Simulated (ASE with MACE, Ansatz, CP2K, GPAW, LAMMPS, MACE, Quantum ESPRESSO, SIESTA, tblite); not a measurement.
# Machine-learned potentials runs on liquid Zn38Se23S15 at 2640 K (76 atoms)

Aim: run liquid Zn38Se23S15 at 2640 K (76 atoms) in machine-learned potentials and see how near its forces come to a plane-wave reference, and at what cost.

Calculated with ASE with MACE; the method is named at each step.

**1. The starting structure**

The cell holds 76 atoms: 38 Zn, 23 Se and 15 S. Its edges and angles: a = 11.922 Å, b = 11.922 Å, c = 11.922 Å, α = 90.0°, β = 90.0°, γ = 90.0°. 76 atoms (38 Zn, 23 Se, 15 S) placed at random at 4.69 g/cm³, melted at 2640 K for 10 ps at fixed volume with the Stillinger-Weber II-VI potential (Zhou et al., Phys. Rev. B 88, 085309 (2013)). Snapshot at the end of a hold of 5 ps at 2640 K and fixed volume.

The yardstick, on the same geometry:

- method: Kohn-Sham DFT, PBE, SSSP efficiency 1.3.0 pseudopotentials, plane waves (Quantum ESPRESSO 7.5); sssp-pbe-1.3.0-efficiency, cutoffs 45/360 Ry, Γ point
- r.m.s. force component: 0.7065 eV/Å
- longest force: 3.132 eV/Å
- pressure: -2.14 GPa
- time: 8.1 min on 4 MPI ranks of Arm Neoverse V2, shared host
- CPU time: 32 min

**2. MACE MP-0b2 small potential**

Method: machine-learned interatomic potential MACE MP-0b2 small, trained on PBE(+U) plane-wave data.

run.py

```python
import numpy as np
from ase.io import read
import mlip  # loads the published weights by name

atoms = read("structure.xyz")
atoms.calc = mlip.calc("mace-mp-0b2-small")
energy = atoms.get_potential_energy()
forces = atoms.get_forces()
print(f"energy {energy:.6f} eV")
print("forces (eV/A)")
for i, (a, f) in enumerate(zip(atoms, forces)):
    print(f"{i:4d} {a.symbol:2s} {f[0]:10.5f} {f[1]:10.5f} {f[2]:10.5f}")
stress = -atoms.get_stress(voigt=False) * 160.21766
print("stress (GPa, compression positive)")
for row in stress:
    print(" ".join(f"{x:10.4f}" for x in row))
```

structure.xyz

```xyz
76
Lattice="11.92180 0.00000 0.00000 0.00000 11.92180 0.00000 0.00000 0.00000 11.92180" Properties=species:S:1:pos:R:3 pbc="T T T"
Zn 4.15510 0.18658 2.17299
Zn 1.25620 3.37661 6.90189
Zn 10.52361 0.83548 10.49154
Zn 3.91130 11.19898 9.86839
Zn 11.35146 8.08620 11.43968
Zn 6.87161 10.19707 2.98403
Zn 0.06855 7.89879 8.57702
Zn 6.31176 1.44671 7.16548
Zn 2.51145 8.88365 5.52516
Zn 3.96603 6.08048 9.52087
Zn 6.22998 2.04006 3.38472
Zn 0.58572 0.93550 4.32308
Zn 2.04137 6.26193 6.26491
Zn 11.39772 5.80556 3.54018
Zn 11.03875 8.34919 4.31200
Zn 4.40880 7.22366 3.80127
Zn 8.93265 7.60444 0.48879
Zn 8.07118 11.84419 11.28327
Zn 9.96496 6.22413 7.46400
Zn 11.22628 3.02182 5.45816
Zn 7.29638 7.31748 2.88031
Zn 8.97962 0.01168 3.12065
Zn 11.53076 0.29518 1.26216
Zn 6.97628 8.34896 10.72020
Zn 11.25478 5.90356 10.29424
Zn 6.98975 3.94397 8.69004
Zn 1.99690 4.76812 1.26013
Zn 6.10480 4.36350 2.14902
Zn 5.96483 10.07082 7.02349
Zn 3.92084 2.43634 11.58811
Zn 2.05985 9.15809 0.79518
Zn 7.79555 4.63353 5.12745
Zn 7.10313 7.34204 7.72914
Zn 4.06641 3.77551 7.56474
Zn 3.20220 0.41357 5.50883
Zn 9.23045 10.41548 7.58715
Zn 0.90618 11.37733 10.17812
Zn 9.07487 3.79471 11.46579
Se 2.86099 11.41298 0.36099
Se 1.70792 5.33048 8.92132
Se 8.97700 10.22294 1.20613
Se 0.55210 1.68896 8.66357
Se 11.78816 9.56927 1.81927
Se 10.36255 0.23689 5.69945
Se 6.20673 6.26443 0.18538
Se 5.60372 11.89009 4.68968
Se 8.63866 6.74655 9.69707
Se 3.98224 1.48713 8.28565
Se 8.73844 5.39628 2.80770
Se 0.92144 2.16989 11.82964
Se 9.66131 3.57451 9.19826
Se 7.82154 1.73868 1.61600
Se 2.05997 10.89450 3.50417
Se 11.67442 5.23677 0.77015
Se 7.97795 0.86803 8.93324
Se 2.19254 8.71472 9.72664
[... 16 atom lines left out ...]
S 11.48594 5.45136 5.86350
S 5.05842 9.25895 2.05496
S 3.44540 10.42752 7.62936
S 3.80484 2.77778 2.29840
```

Launch:

```sh
$ OMP_NUM_THREADS=1 python run.py > output.txt
```

The program printed:

```text
energy -192.986906 eV
forces (eV/A)
   0 Zn    0.17058    0.29451    1.31582
   1 Zn    0.90125    0.25697   -0.20878
   2 Zn    0.02020    0.06464    0.02931
   3 Zn   -1.24310    0.12020   -1.79001
   4 Zn    0.01211    0.74382    0.49356
   5 Zn    0.31604   -0.01695    0.12991
   6 Zn    0.07617    0.40521    0.75667
   7 Zn   -0.35620   -0.30969   -0.02518
   8 Zn    0.54840    0.30765   -0.18752
   9 Zn   -0.14778    0.60138    0.43438
  10 Zn   -0.69760   -0.35611   -0.12191
  11 Zn   -0.32669   -0.19068   -0.25269
  12 Zn   -0.52765   -0.03652   -0.23165
  13 Zn    0.32212    0.27522   -0.70577
  14 Zn    0.19387   -0.22919    0.15935
  15 Zn   -1.24658    2.43250   -0.74785
  16 Zn   -0.10255   -0.20799    0.43154
  17 Zn   -0.80642   -0.05941    0.20742
  18 Zn   -0.22104    0.24438    0.44505
  19 Zn   -1.28063   -0.22217   -0.77675
  20 Zn   -0.41387   -0.23338    0.01187
  21 Zn    0.22257    0.48420    0.52857
  22 Zn    0.19111    0.43403   -0.14637
  23 Zn   -0.76806   -0.72929    1.58295
[...]
68 S     2.02582   -0.35798    1.60382
  69 S     1.61801   -1.40658   -0.13432
  70 S    -0.70627    1.14432   -1.17821
  71 S    -0.12531    0.57001   -0.06701
  72 S     0.23086   -0.57194    0.46794
  73 S    -0.11882   -1.24955    0.88830
  74 S     0.80842   -0.35369   -0.75539
  75 S     1.04430   -0.55705   -1.31764
stress (GPa, compression positive)
   -0.8869    -0.1179     0.3274
   -0.1179    -1.4135     0.0860
    0.3274     0.0860    -2.2807
```

Elapsed: 9.6 s, on 1 thread of Arm Neoverse V2, shared host; peak memory 0.68 GiB.

Banners, paths, timers and routine set-up lines are dropped from the logs unmarked, and long logs keep their key lines alone; longer cuts are marked.

Numbers from this run, and their distance from the reference:

* r.m.s. force component: 0.719 eV/Å
* r.m.s. difference of force components: 217.1 meV/Å
* longest difference of force vectors: 1102 meV/Å
* force difference over r.m.s. force: 30.73 %
* slope of forces against the reference's: 0.9707
* correlation of force components: 0.9538
* pressure: -1.527 GPa
* pressure difference: 0.6133 GPa

Length of the force difference by element (eV/Å):

| element | atoms | mean | most |
| --- | --- | --- | --- |
| S | 15 | 0.37 | 0.74 |
| Se | 23 | 0.44 | 1.1 |
| Zn | 38 | 0.25 | 0.59 |

Local excerpt of 12 atoms (numbers count through the whole input) about Zn22, picked at random; x, y, z are measured from there.

| atom | x | y | z | distance (Å) | bonds | Fx | Fy | Fz (eV/Å) |
| --- | --- | --- | --- | --- | --- | --- | --- | --- |
| Zn22 | 0.00 | 0.00 | 0.00 | 0.00 | 3 | 0.22 | 0.48 | 0.53 |
| Se52 | -1.16 | 1.73 | -1.50 | 2.57 | 5 | 0.45 | -0.13 | -0.24 |
| Se41 | 0.00 | -1.71 | -1.91 | 2.57 | 4 | -1.01 | 0.29 | -0.20 |
| Zn6 | -2.11 | -1.74 | -0.14 | 2.73 | 4 | 0.32 | -0.02 | 0.13 |
| Se44 | 1.38 | 0.23 | 2.58 | 2.93 | 4 | 0.02 | -0.43 | -0.50 |
| Zn23 | 2.55 | 0.28 | -1.86 | 3.17 | 3 | 0.19 | 0.43 | -0.15 |
| Se58 | 2.00 | 2.73 | -0.47 | 3.42 | 4 | 0.93 | -0.96 | 1.27 |
| Zn11 | -2.75 | 2.03 | 0.26 | 3.43 | 3 | -0.70 | -0.36 | -0.12 |
| Se46 | -3.38 | -0.04 | 1.57 | 3.72 | 6 | 0.28 | 1.01 | 0.41 |
| Zn12 | 3.53 | 0.92 | 1.20 | 3.84 | 4 | -0.33 | -0.19 | -0.25 |
| Zn18 | -0.91 | -0.09 | -3.76 | 3.87 | 4 | -0.81 | -0.06 | 0.21 |
| Se43 | 2.81 | -2.36 | -1.30 | 3.89 | 4 | 0.20 | -0.48 | -0.55 |

Atoms are counted from 1 here, from 0 in the log.

Forces lie 31 % from the reference's, at 0.0026 times its CPU time (on 1 against 4 cores).

**3. MACE MP-0b3 medium potential**

Method: machine-learned interatomic potential MACE MP-0b3 medium, trained on PBE(+U) plane-wave data.

run.py, as its differences from that of step 2:

```diff
@@ -5,3 +5,3 @@
 atoms = read("structure.xyz")
-atoms.calc = mlip.calc("mace-mp-0b2-small")
+atoms.calc = mlip.calc("mace-mp-0b3-medium")
 energy = atoms.get_potential_energy()
```

structure.xyz is that of step 2.

The program printed:

```text
energy -191.909294 eV
forces (eV/A)
   0 Zn    0.02566    0.49504    1.07365
   1 Zn    0.72916    0.33461   -0.32770
   2 Zn   -0.15755   -0.10433    0.04817
   3 Zn   -1.14516   -0.06530   -1.73533
   4 Zn   -0.15124    0.75709    0.33842
   5 Zn    0.15713    0.00936    0.03771
   6 Zn    0.15751    0.47921    0.47912
   7 Zn   -0.18945   -0.35729    0.30026
   8 Zn    0.23785    0.25082   -0.12000
   9 Zn   -0.52553    0.71505    0.36314
  10 Zn   -0.69955   -0.09404   -0.21389
  11 Zn   -0.23728   -0.20400   -0.31274
  12 Zn   -0.53216   -0.08731   -0.42214
  13 Zn    0.42315    0.40125   -0.45939
  14 Zn    0.23271   -0.32152    0.16667
  15 Zn   -1.36130    2.35406   -0.72171
  16 Zn   -0.08655   -0.26621    0.32203
  17 Zn   -0.74074   -0.05929    0.08047
  18 Zn    0.04011    0.05860    0.10811
  19 Zn   -0.84646   -0.06557   -0.55783
  20 Zn   -0.49750    0.03029    0.03004
  21 Zn    0.24615    0.61377    0.49100
  22 Zn    0.33821    0.52523   -0.14317
  23 Zn   -0.65566   -0.59500    1.53689
[...]
68 S     2.14133   -0.13785    1.53110
  69 S     1.64875   -1.53798   -0.33041
  70 S    -1.12461    1.22948   -1.11158
  71 S    -0.21344    0.50608   -0.06705
  72 S    -0.04105   -0.62954    0.52044
  73 S     0.05102   -1.16292    0.85597
  74 S     0.88069   -0.33562   -0.78255
  75 S     1.09813   -0.58499   -1.29838
stress (GPa, compression positive)
   -1.0905    -0.1500     0.0968
   -0.1500    -1.7204     0.0516
    0.0968     0.0516    -2.6000
```

It took 5.7 s on 1 thread; peak memory 0.9 GiB.

Compared with the plane-wave run:

```yaml
r_m_s_force_component: 0.717 eV/Å
r_m_s_difference_of_force_components: 204.1 meV/Å
longest_difference_of_force_vectors: 974.6 meV/Å
force_difference_over_r_m_s_force: 28.89 %
slope_of_forces_against_the_reference_s: 0.9732
correlation_of_force_components: 0.959
pressure: -1.804 GPa
pressure_difference: 0.3367 GPa
```

Against the first run (31 %), the force difference from the reference is 29 %, at 1.1 times the CPU time.

**4. MACE MPA-0 medium potential**

Method: machine-learned interatomic potential MACE MPA-0 medium, trained on PBE(+U) plane-wave data.

run.py, as its differences from that of step 3:

```diff
@@ -5,3 +5,3 @@
 atoms = read("structure.xyz")
-atoms.calc = mlip.calc("mace-mp-0b3-medium")
+atoms.calc = mlip.calc("mace-mpa-0-medium")
 energy = atoms.get_potential_energy()
```

structure.xyz is that of step 3.

The program printed:

```text
energy -189.659714 eV
forces (eV/A)
   0 Zn    0.05058    0.48856    1.08957
   1 Zn    0.81208    0.12688   -0.05801
   2 Zn   -0.17804    0.17255   -0.12059
   3 Zn   -1.09951   -0.03265   -1.76017
   4 Zn   -0.03046    0.78293    0.22693
   5 Zn    0.07990   -0.08001    0.02864
   6 Zn    0.10477    0.50508    0.49051
   7 Zn   -0.13682   -0.16755    0.17132
   8 Zn    0.23941    0.44312   -0.03061
   9 Zn   -0.37581    0.68372    0.27111
  10 Zn   -0.76955   -0.36357    0.01934
  11 Zn   -0.26860   -0.17550   -0.23624
  12 Zn   -0.39612   -0.20291   -0.28396
  13 Zn    0.41927   -0.04211   -0.50597
  14 Zn    0.23545    0.03583    0.24143
  15 Zn   -1.24430    1.87690   -0.74311
  16 Zn   -0.06669   -0.08033    0.12416
  17 Zn   -0.73524   -0.04069    0.11594
  18 Zn   -0.00481    0.04137    0.28988
  19 Zn   -1.19454   -0.19463   -0.54139
  20 Zn   -0.57363   -0.14495   -0.03459
  21 Zn    0.38036    0.57220    0.35027
  22 Zn    0.21455    0.38990   -0.08057
  23 Zn   -0.62846   -0.84403    1.60611
[...]
68 S     2.06628   -0.18582    1.42840
  69 S     1.63765   -1.14844   -0.35111
  70 S    -1.25514    1.22537   -0.98640
  71 S    -0.01191    0.70659    0.02070
  72 S     0.13323   -0.62388    0.46657
  73 S     0.05125   -1.11124    0.92456
  74 S     0.81218   -0.48961   -0.87745
  75 S     1.17679   -0.88134   -1.34695
stress (GPa, compression positive)
   -1.1535    -0.0119     0.3077
   -0.0119    -1.5377     0.1140
    0.3077     0.1140    -2.8321
```

Wall time 5.4 s (1 thread); peak memory 0.89 GiB.

Numbers from this run, and their distance from the reference:

```
r.m.s. force component                  : 0.7152 eV/Å
r.m.s. difference of force components   : 147.4 meV/Å
longest difference of force vectors     : 711.9 meV/Å
force difference over r.m.s. force      : 20.87 %
slope of forces against the reference's : 0.9906
correlation of force components         : 0.9786
pressure                                : -1.841 GPa
pressure difference                     : 0.2992 GPa
```

Against the first run (31 %), the force difference from the reference is 21 %, at 1.1 times the CPU time.

**5. Side by side**

Differences are against the plane-wave reference, forces as r.m.s. over components; share is that over the reference's r.m.s. force, slope the least-squares factor from reference forces to these. Total energies of different programs have different zeros and aren't compared.

| run | Δ force, r.m.s. (meV/Å) | share (%) | slope | Δ pressure (GPa) | cores | CPU time | memory (GiB) |
| --- | --- | --- | --- | --- | --- | --- | --- |
| reference | - | - | - | - | 4 | 32 min | 4.5 |
| MACE MP-0b2 small potential | 217 | 30.7 | 0.971 | 0.613 | 1 | 5.1 s | 0.68 |
| MACE MP-0b3 medium potential | 204 | 28.9 | 0.973 | 0.337 | 1 | 5.3 s | 0.9 |
| MACE MPA-0 medium potential | 147 | 20.9 | 0.991 | 0.299 | 1 | 5.4 s | 0.89 |

Times of the machine-learned potentials are mostly Python's start and the loading of weights.

CPU time is summed over cores on a shared host, where runs went side by side, so it is rough. Symmetry, cutoffs, thresholds, outputs and thread counts weren't matched or tuned between programs; memory under MPI is the largest rank's times the ranks.

**6. What came out**

| Quantity | Value |
| --- | --- |
| nearest in forces | MACE MPA-0 medium potential, 21 % |
| its CPU time | 5.4 s |

Machine-learned potentials differ by 21 % (MACE MPA-0 medium potential) to 31 % (MACE MP-0b2 small potential); they were trained on other programs' data. The reference's pressure holds the uncorrected Pulay stress of its 45 Ry basis, so small pressure differences, and their order, may be the reference's own error. The frame stands for 2640 K, but pressures are static and levels are smeared at 580 K, under the temperature of the frame, which matters where levels are partly filled. Machine-learned potentials mimic data converged in k, so the reference's own k-point error enters their differences. The network of bonds at the start is that of the classical potential that made the cell, and needn't be the one that DFT or experiment would give. The electronic-structure runs sample only Γ, in a cell whose shortest periodic width is 12 Å, which is coarse for a cell with partly filled levels.

[Also dropped from logs without a mark: logging warnings of Python, and SIESTA's first energy breakdown and zero terms.]

[Logs are printed without paths, hosts, clocks, repeated set-up lines and the standing remarks that a program may print on its own settings, such as how far it seeks lower states.]

[Hosts, paths, dates, database ids (printed as entryN), source tags and the programs' standing remarks are cut or masked in the printed files.]
